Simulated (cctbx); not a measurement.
# A crystallographic session in cctbx: Lu2Co2Pt

Library: cctbx 2025.11. The data are simulated by the first script.

## 1. Simulate the data

run.py:

```python
from cctbx import adptbx, crystal, miller, sgtbx, xray
from cctbx.array_family import flex
from iotbx.shelx import hklf
from scitbx import matrix
import scitbx.random

cs = crystal.symmetry(unit_cell=(4.611, 10.009, 7.388, 90, 90, 90), space_group_symbol='Hall: -C 2ac 2')  # Cmce
atoms = [  # label, site, U (iso, or U11 U22 U33 U12 U13 U23 in A^2), occupancy
    ("Pt1", (0.5, 0, 0.5), (0.0068, 0.0059, 0.0088, 0.0000, 0.0000, 0.0044), 1),
    ("Lu1", (0, 0.3457, 0.0871), (0.0074, 0.0067, 0.0069, 0.0000, 0.0000, -0.0004), 1),
    ("Co1", (0.75, 0.0712, 0.25), (0.0086, 0.0137, 0.0110, 0.0000, -0.0011, 0.0000), 1),
]
xs = xray.structure(crystal_symmetry=cs)
for label, site, u, occ in atoms:
    u = adptbx.u_cif_as_u_star(cs.unit_cell(), u) if isinstance(u, tuple) else u
    xs.add_scatterer(xray.scatterer(label, site=site, u=u, occupancy=occ))
xs.set_inelastic_form_factors(0.71073, "sasaki")
xs.show_summary()
p1 = xs.expand_to_p1()
ms = miller.build_set(p1, anomalous_flag=True, d_min=0.77)
flex.set_random_seed(486221)
scitbx.random.set_random_seed(486221)
ms = ms.select(flex.random_double(ms.size()) < 0.8)
i = ms.structure_factors_from_scatterers(p1, algorithm="direct").f_calc().as_intensity_array().data()
i = i * 20000 / flex.max(i)
sig = flex.sqrt(i + flex.pow2(0.03 * i) + 8 ** 2)
noise = scitbx.random.variate(scitbx.random.normal_distribution())(i.size())
data = ms.array(data=i + sig * noise, sigmas=sig).set_observation_type_xray_intensity()
with open("data.hkl", "w") as f:
    data.export_as_shelx_hklf(f)
print("reflections written:", data.size(), " <I/sigma> = %.1f" % flex.mean(data.data() / data.sigmas()))
for h, a, b in list(data.sort("data"))[:12]:
    print("%4d%4d%4d %9.1f %7.1f" % (h + (a, b)))
```

```console
$ python run.py
```

```text
Number of scatterers: 3
At special positions: 3
Unit cell: (4.611, 10.009, 7.388, 90, 90, 90)
Space group: C m c a (No. 64)
reflections written: 2487  <I/sigma> = 9.1
   1  -3  -1   20883.0   616.5
   1   3   1   20620.1   616.5
  -1  -3   1   20179.2   616.5
  -1   3  -1   20128.6   616.5
  -1  -3  -1   19942.7   616.5
  -1   3   1   19075.9   616.5
   1  -3   1   18703.2   616.5
  -2  -6   0   18261.7   565.9
   2   6   0   18160.1   565.9
   2  -6   0   17828.6   565.9
   2   0  -2   16087.4   501.2
  -2   0   2   16006.4   501.2
```

It took 0.39 s on 1 thread of Arm Neoverse N1, on a shared host, peak memory 0.07 GiB.

## 2. Symmetry

run.py:

```python
from cctbx import crystal, sgtbx, statistics
from cctbx.array_family import flex
from iotbx.shelx import hklf

p1 = crystal.symmetry(unit_cell=(4.611, 10.009, 7.388, 90, 90, 90), space_group_symbol="P 1")
raw = hklf.reader(file_name="data.hkl").as_miller_arrays(crystal_symmetry=p1, anomalous=True)[0]
print(raw.size(), "reflections to d = %.3f A" % raw.d_min())
isig = raw.data() / raw.sigmas()
print("centring   violations  <I/sigma> of those")
best = "P"
for c in "ABCIRF":
    a = raw.customized_copy(space_group_info=sgtbx.space_group_info("Hall: %s 1" % c)).sys_absent_flags().data()
    m = flex.mean(isig.select(a))
    print("%5s %10d of %5d %8.1f" % (c, (isig.select(a) > 4).count(True), a.count(True), m))
    if (isig.select(a) > 4).count(True) < 0.01 * a.count(True):
        best = c
raw = raw.select(~raw.customized_copy(space_group_info=sgtbx.space_group_info("Hall: %s 1" % best)).sys_absent_flags().data())
isig = raw.data() / raw.sigmas()
rows = []
for s in sgtbx.space_group_symbol_iterator():
    g = sgtbx.space_group(s)
    if g.conventional_centring_type_symbol() != best or not g.is_compatible_unit_cell(p1.unit_cell(), 1e-3, 0.02):
        continue
    rows.append((s, g))
print("Laue class    unique    Rint  (classes that these axes allow; Friedel mates merged)")
rint = {}
for s, g in rows:
    laue = g.build_derived_patterson_group()
    key = laue.type().hall_symbol()
    if key not in rint:
        m = raw.customized_copy(space_group_info=laue.info(), anomalous_flag=False).merge_equivalents()
        rint[key] = m.r_int()
        print("%-14s %6d %7.3f" % (laue.type().lookup_symbol(), m.array().size(), m.r_int()))
floor = min(rint.values())
good = [(s, g) for s, g in rows if rint[g.build_derived_patterson_group().type().hall_symbol()] < 2 * floor + 0.03]
top = max(g.build_derived_patterson_group().order_z() for s, g in good)
print("space group    extra absences  I>4sigma  <I/sigma>")
for s, g in good:
    laue = g.build_derived_patterson_group()
    if laue.order_z() != top:
        continue
    a = raw.customized_copy(space_group_info=g.info()).sys_absent_flags().data()
    a &= ~raw.customized_copy(space_group_info=laue.info()).sys_absent_flags().data()
    bad = (isig.select(a) > 4).count(True)
    if bad <= 0.03 * a.count(True):
        print("%-16s %8d %10d %9s  %s" % (s.universal_hermann_mauguin(), a.count(True), bad, "%.1f" % flex.mean(isig.select(a)) if a.count(True) else "-", "centric" if g.is_centric() else "acentric"))
laue = max(good, key=lambda t: t[1].build_derived_patterson_group().order_z())[1].build_derived_patterson_group()
f = raw.customized_copy(space_group_info=laue.info(), anomalous_flag=False).merge_equivalents().array().eliminate_sys_absent().f_sq_as_f()
f.set_observation_type_xray_amplitude()
bins = max(3, min(8, f.size() // 12))
f.setup_binner(n_bins=bins)
w = statistics.wilson_plot(f, {e: n / laue.order_z() for e, n in {'Pt': 4.0, 'Lu': 8.0, 'Co': 8.0}.items()}, e_statistics=True)
print("Wilson B = %.2f A^2   <|E^2-1|> = %.3f (0.968 centric, 0.736 acentric)   E^2>4: %.1f %%" % (w.wilson_b, w.mean_e_sq_minus_1, w.percent_e_sq_gt_2))
print("shell (A)         n   <I/sigma>")
m = raw.customized_copy(space_group_info=laue.info(), anomalous_flag=False).merge_equivalents().array().eliminate_sys_absent()
for b in m.setup_binner(n_bins=bins).range_used():
    sel = m.binner().selection(b)
    print("%5.2f - %4.2f %6d %8.1f" % (min(m.binner().bin_d_range(b)[0] if m.binner().bin_d_range(b)[0] > 0 else 99, 99), m.binner().bin_d_range(b)[1], sel.count(True), flex.mean((m.data() / m.sigmas()).select(sel))))
```

```console
$ python run.py
```

```text
2487 reflections to d = 0.770 A
centring   violations  <I/sigma> of those
    A        476 of  1263      7.6
    B        476 of  1240      7.7
    C          0 of  1271     -0.0
    I        535 of  1254      9.5
    R        708 of  1664      9.3
    F        476 of  1887      5.1
Laue class    unique    Rint  (classes that these axes allow; Friedel mates merged)
C 1 2/m 1         406   0.025
C 2/m 1 1         425   0.025
C m m m           245   0.027
space group    extra absences  I>4sigma  <I/sigma>
C 2 2 21                6          0      -0.5  acentric
C 2 2 2                 0          0         -  acentric
C m m 2                 0          0         -  acentric
C m c 21               34          0      -0.0  acentric
C 2 m m                 0          0         -  acentric
C m 2 m                 0          0         -  acentric
C 2 m b                45          0      -0.3  acentric
C m 2 a                45          0      -0.3  acentric
C 2 c m                34          0      -0.0  acentric
C 2 c b                79          0      -0.2  acentric
C m c m                34          0      -0.0  centric
C m c a                79          0      -0.2  centric
C m m m                 0          0         -  centric
C m m a                45          0      -0.3  centric
C m m b                45          0      -0.3  centric
Wilson B = 0.39 A^2   <|E^2-1|> = 0.817 (0.968 centric, 0.736 acentric)   E^2>4: 2.2 %
shell (A)         n   <I/sigma>
 7.39 - 1.54     37     33.5
 1.54 - 1.22     33     39.0
 1.22 - 1.07     31     36.9
 1.07 - 0.97     30     37.7
 0.97 - 0.90     30     36.1
 0.90 - 0.85     28     35.5
 0.85 - 0.81     31     39.4
 0.81 - 0.77     25     36.1
```

Time: 0.4 s.

## 3. Charge flipping

run.py:

```python
import itertools
from cctbx import crystal, maptbx
from cctbx.array_family import flex
from iotbx.shelx import hklf
from smtbx.ab_initio import charge_flipping as cf

cs = crystal.symmetry(unit_cell=(4.611, 10.009, 7.388, 90, 90, 90), space_group_symbol='Hall: -C 2ac 2')  # Cmce
raw = hklf.reader(file_name="data.hkl").as_miller_arrays(crystal_symmetry=cs, anomalous=True)[0]
merged = raw.eliminate_sys_absent().merge_equivalents()
fo2 = merged.array().set_observation_type_xray_intensity()
f = fo2.average_bijvoet_mates().f_sq_as_f().resolution_filter(d_min=0.9)
p1 = f.expand_to_p1()
p1.setup_binner_counting_sorted(reflections_per_bin=max(40, p1.size() // 12))
work = p1.array(data=p1.data() / p1.amplitude_quasi_normalisations().data())
flex.set_random_seed(8818)
it = cf.weak_reflection_improved_iterator(delta=None, weak_reflection_fraction=0.1)
it.start(work, phases=flex.random_double(p1.size()) * 6.2832, f_000=0)
it.delta = 4 * it.rho_map.sigma()
print("cycle      R  skewness")
for n, st in enumerate(itertools.islice(it, 300)):
    if n % 25 == 0:
        print("%5d %6.3f %8.2f" % (n, st.r1_factor(), st.rho_map.skewness()))
rho = p1.phase_transfer(it.f_calc).fft_map().apply_volume_scaling()
polish = cf.low_density_elimination_iterator(constant_rho_c=rho.sigma())
polish.start(f_obs=p1, phases=it.f_calc, f_000=0)
for _ in range(8):
    next(polish)
print("origin shift          correlation  skewness")
maps = []
for fc, shift, cc in itertools.islice(cf.f_calc_symmetrisations(f, polish.f_calc, 0), 4):
    m = f.phase_transfer(fc).fft_map(symmetry_flags=maptbx.use_space_group_symmetry, resolution_factor=0.25).apply_sigma_scaling()
    maps.append((m.skewness(), cc, m))
    print("%6.3f %6.3f %6.3f %10.3f %9.2f" % (tuple(shift) + (cc, m.skewness())))
skew, cc, m = max((t for t in maps if t[1] > maps[0][1] - 0.04), key=lambda t: t[0])
print("taken: symmetry correlation %.3f, skewness %.2f" % (cc, skew))
peaks = m.peak_search(parameters=maptbx.peak_search_parameters(min_distance_sym_equiv=0.9, max_clusters=8)).all()
sps = cs.special_position_settings(min_distance_sym_equiv=0.5)
print("peak      x       y       z  mult  height/sigma")
for k, (x, h) in enumerate(zip(peaks.sites(), peaks.heights())):
    ss = sps.site_symmetry(x)
    print("Q%-3d %7.4f %7.4f %7.4f %4d %8.1f" % ((k + 1,) + tuple(t % 1 for t in ss.exact_site()) + (ss.multiplicity(), h)))
```

```console
$ python run.py
```

```text
cycle      R  skewness
    0  0.000    -0.06
   25  0.000     0.07
   50  0.000    -0.08
   75  0.000     0.07
  100  0.000    -0.06
  125  0.000     0.07
  150  0.000    -0.08
  175  0.000     0.07
  200  0.000    -0.06
  225  0.000     0.07
  250  0.000    -0.08
  275  0.000     0.07
origin shift          correlation  skewness
 0.057  0.265  0.304      0.863      1.02
 0.428  0.274  0.317      0.855      2.92
 0.307  0.100  0.359      0.859      1.26
 0.303  0.281  0.371      0.842      1.04
taken: symmetry correlation 0.855, skewness 2.92
peak      x       y       z  mult  height/sigma
Q1    0.0000  0.1554  0.4098    8      9.6
Q2    0.0000  0.0000  0.0000    4      7.9
Q3    0.1259  0.1820  0.7056   16      2.8
Q4    0.1463  0.0105  0.7246   16      2.2
Q5    0.0000  0.1991  0.2564    8      2.0
Q6    0.1523  0.1148  0.0352   16      1.4
Q7    0.0000  0.1168  0.6161    8      1.3
Q8    0.0000  0.2200  0.5378    8      1.3
```

Time: 0.52 s.

This run holds a fault made on purpose: flipping threshold far too high.

## 4. Charge flipping

run.py, as its changes from the last script of this kind:

```diff
@@ -18 +18 @@
-it.delta = 4 * it.rho_map.sigma()
+it.delta = 1.1 * it.rho_map.sigma()
```

```console
$ python run.py
```

```text
cycle      R  skewness
    0  0.610     0.05
   25  0.484     2.03
   50  0.433     1.94
   75  0.426     1.99
  100  0.431     2.04
  125  0.440     2.21
  150  0.439     2.16
  175  0.470     2.06
  200  0.447     2.38
  225  0.451     2.30
  250  0.457     2.21
  275  0.458     2.38
origin shift          correlation  skewness
-0.020  0.398  0.001      0.826      1.40
 0.335  0.401 -0.005      0.833      0.41
 0.335  0.406  0.157      0.833      0.93
 0.330  0.074  0.009      0.830      1.11
taken: symmetry correlation 0.826, skewness 1.40
peak      x       y       z  mult  height/sigma
Q1    0.0000  0.0000  0.0000    4      5.8
Q2    0.0000  0.1484  0.4136    8      5.6
Q3    0.2500  0.0716  0.7500    8      2.8
Q4    0.0000  0.1936  0.1496    8      2.6
Q5    0.0000  0.2376  0.0017    8      2.5
Q6    0.2547  0.2391  0.1112   16      2.1
Q7    0.0000  0.2226  0.8573    8      1.8
Q8    0.0000  0.1046  0.2442    8      1.5
```

Time: 0.52 s.

## 5. Refinement (model from the peaks)

run.py:

```python
import math
from cctbx import adptbx, crystal, maptbx, sgtbx, xray
from cctbx.array_family import flex
from cctbx.xray import observations
from iotbx.shelx import hklf
from scitbx.lstbx import normal_eqns_solving
from smtbx import absolute_structure, utils
from smtbx.refinement import constraints, least_squares

cs = crystal.symmetry(unit_cell=(4.611, 10.009, 7.388, 90, 90, 90), space_group_symbol='Hall: -C 2ac 2')  # Cmce
atoms = [  # label, site, U (iso, or U11 U22 U33 U12 U13 U23 in A^2), occupancy
    ("Pt1", (0, 0, 0), 0.0200, 1),
    ("Lu1", (0, 0.1484, 0.4136), 0.0200, 1),
    ("Co1", (0.25, 0.0716, 0.75), 0.0200, 1),
]
xs = xray.structure(crystal_symmetry=cs)
for label, site, u, occ in atoms:
    u = adptbx.u_cif_as_u_star(cs.unit_cell(), u) if isinstance(u, tuple) else u
    xs.add_scatterer(xray.scatterer(label, site=site, u=u, occupancy=occ))
xs.set_inelastic_form_factors(0.71073, "sasaki")
raw = hklf.reader(file_name="data.hkl").as_miller_arrays(crystal_symmetry=cs, anomalous=True)[0]
merged = raw.eliminate_sys_absent().merge_equivalents()
fo2 = merged.array().set_observation_type_xray_intensity()
print("Rint %.3f, %d unique reflections to %.2f A" % (merged.r_int(), fo2.size(), fo2.d_min()))
for sc in xs.scatterers():
    sc.flags.set_grad_site(True)
    sc.flags.set_grad_u_aniso(sc.flags.use_u_aniso())
    sc.flags.set_grad_u_iso(sc.flags.use_u_iso())
obs = fo2.as_xray_observations()
extra = {}
rep = constraints.reparametrisation(xs, [], utils.connectivity_table(xs), **extra)
ls = least_squares.crystallographic_ls(obs, rep, weighting_scheme=least_squares.mainstream_shelx_weighting(a=0, b=0))
print("cycle     R1     wR2    GooF  max shift (A)")
for cycle in range(6):
    ls.build_up()
    r1, wr2, goof = ls.r1_factor(cutoff_factor=2)[0], ls.wR2(), ls.goof()
    old = xs.sites_cart()
    normal_eqns_solving.levenberg_marquardt_iterations(ls, n_max_iterations=3, tau=0.0001, step_threshold=1e-7)
    big = flex.max((xs.sites_cart() - old).norms())
    print("%4d %7.4f %7.4f %7.3f %9.5f" % (cycle + 1, r1, wr2, goof, big))
    ls.build_up(objective_only=True)
    if abs(ls.wR2() - wr2) < 5e-5 and big < 5e-4:
        break
ls.build_up()
print("final R1 %.4f wR2 %.4f GooF %.3f  parameters %d  data/parameter %.1f" % (ls.r1_factor(cutoff_factor=2)[0], ls.wR2(), ls.goof(), ls.n_parameters, fo2.size() / ls.n_parameters))
cov = ls.covariance_matrix_and_annotations()
su = dict(zip(cov.annotations, (math.sqrt(max(v, 0)) for v in cov.matrix.matrix_packed_u_diagonal())))
a2 = cs.unit_cell().reciprocal_parameters()[0] ** -2
print("atom        x        y        z      Ueq    occ   su(xyz)  su(Uiso or U11)")
for sc in xs.scatterers():
    s = max(su.get(sc.label + k, 0) for k in (".x", ".y", ".z"))
    npd = "" if sc.is_positive_definite_u(cs.unit_cell()) else "  NPD"
    print("%-5s %8.5f %8.5f %8.5f %8.4f %6.3f %8.5f %7.4f%s" % ((sc.label,) + sc.site + (sc.u_iso_or_equiv(cs.unit_cell()), sc.occupancy, s, su.get(sc.label + ".uiso", su.get(sc.label + ".u11", 0) * a2), npd)))
fo = fo2.f_sq_as_f()
fc = fo.structure_factors_from_scatterers(xs, algorithm="direct").f_calc()
diff = fo.f_obs_minus_f_calc(1 / math.sqrt(ls.scale_factor()), fc).average_bijvoet_mates()
m = diff.fft_map(symmetry_flags=maptbx.use_space_group_symmetry, resolution_factor=0.25).apply_volume_scaling()
print("difference map: max %.2f min %.2f rms %.2f" % (m.statistics().max(), m.statistics().min(), m.statistics().sigma()))
peaks = m.peak_search(parameters=maptbx.peak_search_parameters(min_distance_sym_equiv=0.6, max_clusters=5)).all()
near = xs.closest_distances(peaks.sites(), distance_cutoff=4)
sps = cs.special_position_settings(min_distance_sym_equiv=0.5)
for k, (x, h) in enumerate(zip(peaks.sites(), peaks.heights())):
    ss = sps.site_symmetry(x)
    print("Q%-3d %7.4f %7.4f %7.4f %4d %7.2f  %.2f A from %s" % ((k + 1,) + tuple(t % 1 for t in ss.exact_site()) + (ss.multiplicity(), h, near.smallest_distances[k], xs.scatterers()[near.i_seqs[k]].label)))
```

```console
$ python run.py
```

```text
Rint 0.027, 215 unique reflections to 0.77 A
cycle     R1     wR2    GooF  max shift (A)
   1  0.1831  0.4413  21.180   0.05950
   2  0.0257  0.0741   3.556   0.00011
final R1 0.0257 wR2 0.0741 GooF 3.556  parameters 6  data/parameter 35.8
atom        x        y        z      Ueq    occ   su(xyz)  su(Uiso or U11)
Pt1    0.00000  0.00000  0.00000   0.0071  1.000  0.00000  0.0003
Lu1    0.00000  0.15432  0.41287   0.0073  1.000  0.00011  0.0003
Co1    0.25000  0.07098  0.75000   0.0123  1.000  0.00029  0.0006
difference map: max 7.89 min -7.66 rms 0.65
Q1    0.0000  0.0272  0.0550    8    8.53  0.49 A from Pt1
Q2    0.0000  0.1550  0.4119    8    2.37  0.01 A from Lu1
Q3    0.2500  0.1157  0.7500    8    1.70  0.45 A from Co1
Q4    0.2500  0.0416  0.7500    8    1.67  0.29 A from Co1
Q5    0.0000  0.0854  0.7735    8    1.45  1.17 A from Co1
```

Time: 0.54 s.

Figures of merit this high mean that the model is still wrong or incomplete.

## 6. Refinement (anisotropic displacement)

run.py, as its changes from the last script of this kind:

```diff
@@ -12,3 +12,3 @@
-    ("Pt1", (0, 0, 0), 0.0200, 1),
-    ("Lu1", (0, 0.1484, 0.4136), 0.0200, 1),
-    ("Co1", (0.25, 0.0716, 0.75), 0.0200, 1),
+    ("Pt1", (0, 0, 0), 0.0071, 1),
+    ("Lu1", (0, 0.15432, 0.41287), 0.0073, 1),
+    ("Co1", (0.25, 0.07098, 0.75), 0.0123, 1),
@@ -20,0 +21 @@
+xs.convert_to_anisotropic()
@@ -34 +35 @@
-for cycle in range(6):
+for cycle in range(8):
@@ -38 +39 @@
-    normal_eqns_solving.levenberg_marquardt_iterations(ls, n_max_iterations=3, tau=0.0001, step_threshold=1e-7)
+    normal_eqns_solving.levenberg_marquardt_iterations(ls, n_max_iterations=3, tau=1e-06, step_threshold=1e-7)
@@ -59 +60 @@
-peaks = m.peak_search(parameters=maptbx.peak_search_parameters(min_distance_sym_equiv=0.6, max_clusters=5)).all()
+peaks = m.peak_search(parameters=maptbx.peak_search_parameters(min_distance_sym_equiv=0.6, max_clusters=6)).all()
```

```console
$ python run.py
```

```text
Rint 0.027, 215 unique reflections to 0.77 A
cycle     R1     wR2    GooF  max shift (A)
   1  0.0258  0.0741   3.636   0.00186
   2  0.0082  0.0175   0.859   0.00000
final R1 0.0082 wR2 0.0175 GooF 0.859  parameters 15  data/parameter 14.3
atom        x        y        z      Ueq    occ   su(xyz)  su(Uiso or U11)
Pt1    0.00000  0.00000  0.00000   0.0070  1.000  0.00000  0.0001
Lu1    0.00000  0.15432  0.41290   0.0069  1.000  0.00003  0.0001
Co1    0.25000  0.07117  0.75000   0.0109  1.000  0.00007  0.0003
difference map: max 0.57 min -0.95 rms 0.19
Q1    0.2381  0.0889  0.0182   16    0.59  1.42 A from Pt1
Q2    0.0000  0.1191  0.6654    8    0.59  1.40 A from Co1
Q3    0.2019  0.1904  0.1077   16    0.56  1.43 A from Lu1
Q4    0.1543  0.2088  0.6816   16    0.52  1.53 A from Co1
Q5    0.0000  0.1118  0.4756    8    0.50  0.63 A from Lu1
Q6    0.0000  0.2212  0.0092    8    0.50  1.43 A from Lu1
```

It took 0.53 s on 1 thread of Arm Neoverse N1 (shared host), peak memory 0.09 GiB.

[Logs are printed without paths, hosts, clocks, repeated set-up lines and the standing remarks that a program may print on its own settings, such as how far it seeks lower states.]
